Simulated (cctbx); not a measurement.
# X-rays or neutrons for the lightest atoms?

Cell a = 8.1010 Å, b = 8.1010 Å, c = 8.1010 Å, α = 90.00°, β = 90.00°, γ = 90.00°; space group I-43m (no. 217); content Fe2 P8 F24. The heavier atoms are placed; F is still missing.

The data are simulated with cctbx, not measured: Mo Kα, λ = 0.71073 Å, to d = 0.7 Å, 95 % of the full sphere, strongest reflection 40000 counts, noise from counting, a 3 % proportional error and a noise floor of 2 counts (s.d.); no absorption.

Refinement without F (map in e/Å³):

```text
Rint 0.027, 171 unique reflections to 0.71 A
cycle     R1     wR2    GooF  max shift (A)
   1  0.5570  0.8442  80.389   0.01933
   3  0.5301  0.8137  77.482   0.00004
final R1 0.5301 wR2 0.8137 GooF 77.482  parameters 3  data/parameter 57.0
atom        x        y        z      Ueq    occ   su(xyz)  su(Uiso or U11)
Fe1    0.00000  0.00000  0.00000   0.0115  1.000  0.00000  0.0053
P1     0.15761  0.15761  0.84239   0.0211  1.000  0.00126  0.0066
difference map: max 80.65 min -9.61 rms 3.09
Q1    0.0000  0.0000  0.0000    2   80.65  0.00 A from Fe1
Q2    0.1581  0.1581  0.8419    8   45.44  0.01 A from P1
Q3    0.1393  0.1393  0.6559   24   19.28  1.53 A from P1
Q4    0.1330  0.1330  0.3504   24   10.38  2.40 A from P1
Q5    0.0000  0.2091  0.5000   24    7.60  3.08 A from P1
Q6    0.0000  0.0000  0.1884   12    5.25  1.53 A from Fe1
Q7    0.0758  0.0758  0.9242    8    4.33  1.06 A from Fe1
Q8    0.0170  0.1423  0.6402   48    4.22  2.00 A from P1
```

Simulated single-crystal data (cctbx): neutrons of λ = 1.17 Å, to d = 0.8 Å, 95 % of the full sphere, strongest reflection 5000 counts, noise from counting, a 3 % proportional error and a noise floor of 2 counts (s.d.); no absorption.

Refinement without F (map in fm/Å³; only maxima are listed):

```text
Rint 0.039, 122 unique reflections to 0.80 A
cycle     R1     wR2    GooF  max shift (A)
   1  0.7654  0.9503  59.140   0.11525
   5  0.6526  0.8838  55.001   0.00049
final R1 0.6526 wR2 0.8838 GooF 55.000  parameters 3  data/parameter 40.7
atom        x        y        z      Ueq    occ   su(xyz)  su(Uiso or U11)
Fe1    0.00000  0.00000  0.00000   0.6868  1.000  0.00000  1.4869
P1     0.16418  0.16418  0.83582   0.0037  1.000  0.00228  0.0090
difference map: max 38.27 min -10.67 rms 3.03
Q1    0.1619  0.1619  0.8381    8   39.12  0.03 A from P1
Q2    0.0000  0.0000  0.0000    2   34.03  0.00 A from Fe1
Q3    0.1564  0.1564  0.3415   24   13.48  2.06 A from P1
Q4    0.1480  0.1480  0.6678   24   13.28  1.37 A from P1
Q5    0.1816  0.1816  0.1816    8   10.76  2.16 A from P1
Q6    0.0508  0.3356  0.5819   48    6.47  2.65 A from P1
Q7    0.0546  0.0546  0.3390   24    6.39  2.44 A from P1
Q8    0.0000  0.2500  0.5000   12    5.22  3.11 A from P1
```

**Question.** Where is F, and which data fix it better?

F sits at (0.6535, 0.1390, 0.1390). Adding it takes R1 from 0.530 to 0.004 with X-rays and from 0.653 to 0.006 with neutrons. Its largest coordinate s.u. is 0.00002 with X-rays and 0.00003 with neutrons, so X-rays fix it better in these data. In the X-ray map Q3 marks it. In the neutron map Q4 marks it.

Final neutron refinement:

```text
Rint 0.039, 122 unique reflections to 0.80 A
cycle     R1     wR2    GooF  max shift (A)
   1  0.0853  0.1923  12.123   0.01181
   2  0.0061  0.0155   0.977   0.00000
final R1 0.0061 wR2 0.0155 GooF 0.977  parameters 6  data/parameter 20.3
atom        x        y        z      Ueq    occ   su(xyz)  su(Uiso or U11)
Fe1    0.00000  0.00000  0.00000   0.0071  1.000  0.00000  0.0001
P1     0.15719  0.15719  0.84281   0.0073  1.000  0.00004  0.0001
F1     0.65353  0.13900  0.13900   0.0088  1.000  0.00003  0.0001
difference map: max 0.08 min -0.06 rms 0.02
Q1    0.0520  0.0520  0.0520    8    0.09  0.73 A from Fe1
Q2    0.0549  0.0549  0.1749   24    0.07  1.55 A from Fe1
Q3    0.1583  0.1583  0.7355   24    0.07  0.70 A from F1
Q4    0.2222  0.2222  0.2222    8    0.07  1.68 A from F1
Q5    0.1356  0.2475  0.3312   48    0.06  0.96 A from F1
Q6    0.0268  0.4391  0.5609   24    0.06  1.71 A from F1
```

The model is made up (kin elements in a known structure type, no relaxation), so it says nothing on whether the phase exists.

[Middle refinement cycles are left out of these outputs.]

[Logs are printed without paths, hosts, clocks, repeated set-up lines and the standing remarks that a program may print on its own settings, such as how far it seeks lower states.]
